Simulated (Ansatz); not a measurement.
# BiBr3 (model cell, started as ReO3 type): following an unstable mode

Which phase does BiBr3 (model cell, started as ReO3 type) fall into along its unstable mode, and how much energy does it gain?

Program: Ansatz 0.2.0. Level of theory: DFT PBEsol, scalar-relativistic, plane waves, PAW. Results are calculated unless marked as measured.

Most raw output is cut from this account.

The structure was built from a prototype and need not be the compound's stable phase.

In doubt: the program warns that the response may not be converged on this k-mesh (step 2), which bears on the force constants and all frequencies.

## 1. The starting structure

Symmetry: Pm-3m, No. 221, cubic system. The conventional cell has a = 5.651 Å, b = 5.651 Å, c = 5.651 Å, α = 90.00°, β = 90.00°, γ = 90.00°. Nearest to Bi lie 6 Br at 2.83 Å. Nearest to Br lie 2 Bi at 2.83 Å. Farther neighbours and most contacts between anions are not listed.

## 2. Phonons on a q mesh

The cell comes from relaxations at this level that are not shown. The mesh has a single point along some directions, so zone-edge points there are not solved. Linear response on a 1×1×1 q mesh gives force constants as far as a supercell of that size would.

input.yaml reads:

```yaml
crystal:
  lattice:
    - [5.6510425019, 0.0, 0.0]
    - [0.0, 5.6510425019, 0.0]
    - [0.0, 0.0, 5.6510425019]
  atoms:
    - { symbol: Bi, position: [0.0, 0.0, 0.0] }
    - { symbol: Br, position: [0.5, 0.0, 0.0] }
    - { symbol: Br, position: [0.0, 0.5, 0.0] }
    - { symbol: Br, position: [0.0, 0.0, 0.5] }
kpoints:
  mp_grid: { grid: [6, 6, 6] }
hamiltonian:
  xc: pbesol
scf:
  occupations: { method: fixed }
output:
  eigenvalues: true
phonons:
  method: dfpt
  dielectric: true
  rigid_motions: translations
  raman: true
  qmesh: [1, 1, 1]
  temperatures: { t_max: 1000, t_step: 50 }
  qpath:
    path:
      - [[0.0, 0.0, 0.0], [0.0, 0.5, 0.0], [0.5, 0.5, 0.0], [0.0, 0.0, 0.0], [0.5, 0.5, 0.5], [0.0, 0.5, 0.0]]
      - [[0.5, 0.5, 0.5], [0.5, 0.5, 0.0]]
    npoints: 10
```

Command:

```console
$ ansatz run input.yaml --threads 4 --pin off --max-ram 7168MiB --backend cpu --events-out ev --progress --plain --runs-dir out
```

It took 7.8 min on 4 threads of Arm Neoverse N1, shared host; peak memory 1.6 GiB; 22 min of CPU time.

This step gave:

| Quantity | Value |
| --- | --- |
| gap on the k-mesh | 0.5943 eV |
| volume per atom | 45.12 Å³ |
| sum-rule residual before enforcement | 4.40e-4 eV/Å² |
| miss of the charge sum rule | 4.50e-4 e |
| estimated error of the dielectric tensor | 0.04045 |
| estimated error of the Born charges | 0.07954 e |
| point group | m-3m |
| highest optical mode at the zone centre (no LO-TO term) | 49.46 cm⁻¹ |
| lowest optical zone-centre mode | -53.89 cm⁻¹ |
| mean high-frequency dielectric constant | 8.326 |
| largest Born charge (third of the trace) | 7.787 e |
| top of the zone-centre spectrum with the field | 171.7 cm⁻¹ |
| lowest mode on the q mesh (acoustic modes at Γ apart) | -53.89 cm⁻¹ |
| highest frequency at a solved wavevector (no LO-TO term at Γ) | 49.46 cm⁻¹ |

Frequencies (cm⁻¹) solved at each irreducible wavevector; negative means imaginary. Frequencies by wavevector, by row:

```tsv
q in reciprocal lattice units	star	mode 1	mode 2	mode 3	mode 4	mode 10	mode 11	mode 12
0 0 0	1	-53.9	-53.9	-53.9	-14.1	49.5	49.5	49.5
```

Symmetry leaves 1 wavevectors to solve. The lowest mode among them, the acoustic zeros apart, lies at Γ and is imaginary, 53.9i cm⁻¹, so the energy falls along it.

The log warns of the k mesh: “the force constants stand on the 6×6×6 k-mesh, whose period is 8.03 times the interband length at k = (-0.5000, -0.5000, -0.5000), direct gap 0.594 eV, under 14: take them and everything formed from them as unconverged”.

## 3. The mode frozen in, largest atomic shift 0 Å

The mode followed lies at Γ with frequency 14.1i cm⁻¹ and is 3-fold degenerate, one of the unstable modes though not the softest. At small amplitude the distorted cell has space group no. 155 by a symmetry search on the positions. The undistorted cell that holds it gives the zero of energy on the same k mesh.

input.yaml, the sections that differ from step 2:

```yaml
scf:
  occupations: { method: gaussian, width: 0.02 }
output:
  forces: true
  stress: true
  eigenvalues: true
# crystal, kpoints, hamiltonian: as in step 2
# phonons: removed
```

Elapsed: 2.7 s, on 4 threads; peak memory 0.46 GiB.

This step gave:

* pressure: -0.001846 GPa
* energy from the undistorted cell: 0 meV/atom

At this level the gap is 0.59 eV on the k-mesh of the self-consistent run, which can miss the band edges.

## 4. The mode frozen in, largest atomic shift 0.14 Å

The atoms are moved along the unstable eigenvector, the largest shift by 0.14 Å, with the cell fixed.

input.yaml, the sections that differ from step 3:

```yaml
crystal:
  lattice:
    - [5.6510425019, 0.0, 0.0]
    - [0.0, 5.6510425019, 0.0]
    - [0.0, 0.0, 5.6510425019]
  atoms:
    - { symbol: Bi, position: [0.0, 0.0, 0.0] }
    - { symbol: Br, position: [0.5, 0.0175179977, -0.0175179977] }
    - { symbol: Br, position: [0.0175179977, 0.5, 0.0175179977] }
    - { symbol: Br, position: [-0.0175179977, -0.0175179977, 0.5] }
# kpoints, hamiltonian, scf, output: as in step 3
```

The job ended after 5.9 s (4 threads; peak memory 0.46 GiB; 22 s of CPU time).

Numbers from this step:

* pressure: -0.06318 GPa
* gap on the k-mesh: 0.6788 eV
* energy from the undistorted cell: -0.292 meV/atom

The energy, extrapolated to zero smearing, is -0.29 meV/atom against the undistorted cell.

The run ends at a pressure of -0.06 GPa, with forces up to 0.0031 eV/Å.

## 5. Energy along the mode, all amplitudes (two of the runs are shown above)

An imaginary frequency means negative curvature, so the energy should fall and then rise again as anharmonic terms take over.

This step gave:

- depth at the lowest point sampled: 0.292 meV/atom
- largest atomic shift at that point: 0.14 Å

Energy from the parent against largest atomic shift:

```tsv
largest atomic shift (Å)	energy from the parent (meV/atom)
0.000	0
0.040	-0.034
0.080	-0.125
0.140	-0.292
0.220	-0.269
0.320	0.998
0.450	6.75
```

Displacement at unit largest shift by atom:

```tsv
atom	x (Å)	y (Å)	z (Å)	size
Bi1	0.000	0.000	0.000	0.000
Br2	0.000	0.707	-0.707	1.000
Br3	0.707	0.000	0.707	1.000
Br4	-0.707	-0.707	0.000	1.000
```

The lowest of the steps tried is at 0.14 Å, 0.292 meV/atom below the parent; the bottom of the well need not coincide with a step.

## 6. Relaxing from the distorted cell

Starting from the lowest point found, all atoms and the cell are let go, so that strain and other modes of the same symmetry can join in.

Edit input.yaml of step 4 so:

```diff
@@ -15,3 +15,3 @@
 scf:
-  occupations: { method: gaussian, width: 0.02 }
+  occupations: { method: fixed }
 output:
@@ -20 +20,6 @@
   eigenvalues: true
+relax:
+  adjacent_minimum: "off"
+  f_tol: 0.002
+  max_steps: 120
+  cell: { stress_tol: 0.03 }
```

Elapsed: 59 s, on 4 threads; peak memory 0.49 GiB; 3.8 min of CPU time.

Step by step:

```tsv
step	energy less that of the first step (eV)	largest force component (eV/Å)	pressure (GPa)	volume (Å³)
1	0.0000	0.0022	-0.06	180.46
2	-0.0003	0.0029	0.01	180.00
3	-0.0007	0.0031	0.04	179.60
4	-0.0001	0.0124	-0.03	177.92
5	-0.0016	0.0022	0.04	179.03
6	-0.0018	0.0018	-0.01	178.65
7	-0.0018	0.0003	0.01	178.84
8	-0.0018	0.0000	0.00	178.85
9*	-0.0017	0.0000	0.00	178.85
```

Relaxation steps marked * repeat the geometry before them on a plane-wave basis chosen anew for their cell, so energy and pressure can jump there. Relaxation step 4 was tried and not accepted.

Forces are held to the 6 operations that the run works with; a distortion that breaks them can't arise in this run.

```tsv
conventional cell, symmetrised	before	after	change
a (Å)	7.992	7.901	-1.1 %
b (Å)	7.992	7.901	-1.1 %
c (Å)	9.788	9.924	+1.4 %
volume (Å³/atom)	45.12	44.71	-0.9 %
```

The atoms that moved most (Å, as changes of fractional coordinates times the final cell):

```tsv
atom	dx	dy	dz	length
Br4	-0.096	-0.096	0.000	0.136
Br3	0.096	0.000	0.096	0.136
Br2	0.000	0.096	-0.096	0.136
```

This step gave:

* pressure: 0.001760 GPa
* gap on the k-mesh: 0.8943 eV
* volume per atom: 44.71 Å³

The distorted start has space group R32; the relaxation ends in R32.

## 7. Modes of the new phase

A relaxed structure may still be a saddle point, so its zone-centre modes are computed. The response to a homogeneous field gives the Born charges and the dielectric tensor, and its change with displacement the Raman tensors.

input.yaml reads:

```yaml
crystal:
  lattice:
    - [5.6345835048, -0.0476194812, -0.0476194812]
    - [-0.0476194812, 5.6345835048, 0.0476194812]
    - [-0.0476194812, 0.0476194812, 5.6345835048]
  atoms:
    - { symbol: Bi, position: [0.0, 0.0, 0.0] }
    - { symbol: Br, position: [0.5, 0.0347598459, -0.0347598459] }
    - { symbol: Br, position: [0.0347598459, 0.5, 0.0347598459] }
    - { symbol: Br, position: [-0.0347598459, -0.0347598459, 0.5] }
kpoints:
  mp_grid: { grid: [6, 6, 6] }
hamiltonian:
  xc: pbesol
scf:
  occupations: { method: fixed }
output:
  eigenvalues: true
phonons:
  method: dfpt
  dielectric: true
  rigid_motions: translations
  raman: true
```

Elapsed: 6.2 min, on 4 threads; peak memory 2 GiB.

The run was cut off at the time limit after its SCF cycle had converged; no result of it is taken.

The program's message: “Warning: RAYON”

## 8. Outcome

| Item | Value |
| --- | --- |
| unstable mode of the parent | q = (0, 0, 0), 14i cm⁻¹ |
| depth at the lowest point sampled | 0.292 meV/atom |
| largest atomic shift at that point | 0.14 Å |
| space group reached (within 0.01 Å) | R32 |
| energy gained over the parent (first relaxation, on the mesh of the frozen mode) | 0.714 meV/atom |
| volume per atom, phase reached | 44.7 Å³ |
| gap on the k-mesh, phase reached | 0.894 eV |

Along this mode the structure falls into R32, 0.714 meV/atom below the parent. At the parent's cell the well is 0.292 meV/atom deep on the steps tried, with its lowest point at a shift of 0.14 Å. Relaxing atoms and cell changes the gain by +0.42 meV/atom against the lowest step (energies at zero smearing). The modes of the phase reached were not computed on this path. How so shallow a well moves with the k mesh was not tested. Of the 6 patterns followed to their end from this parent, this one ends 11.7 meV/atom above the lowest, R3m. Another end point lies within 1 meV/atom; how such a difference moves with mesh and cutoff was not tested. Each path keeps the symmetry of its pattern, so a lower phase may lie along a pattern not tried. With the field response the log warns that the k mesh is coarse for the force constants too, so the frequencies may not be converged. The q mesh is too sparse to interpolate, so only the solved wavevectors are given. Spin-orbit coupling is left out, which can matter for the heavy elements here. The starting cell was built on a prototype and not taken from a measurement, so the phase need not exist.

[Logs are printed without paths, hosts, clocks, repeated set-up lines and the standing remarks that a program may print on its own settings, such as how far it seeks lower states.]

[Hosts, paths, dates, database ids (printed as entryN), source tags and the programs' standing remarks are cut or masked in the printed files.]
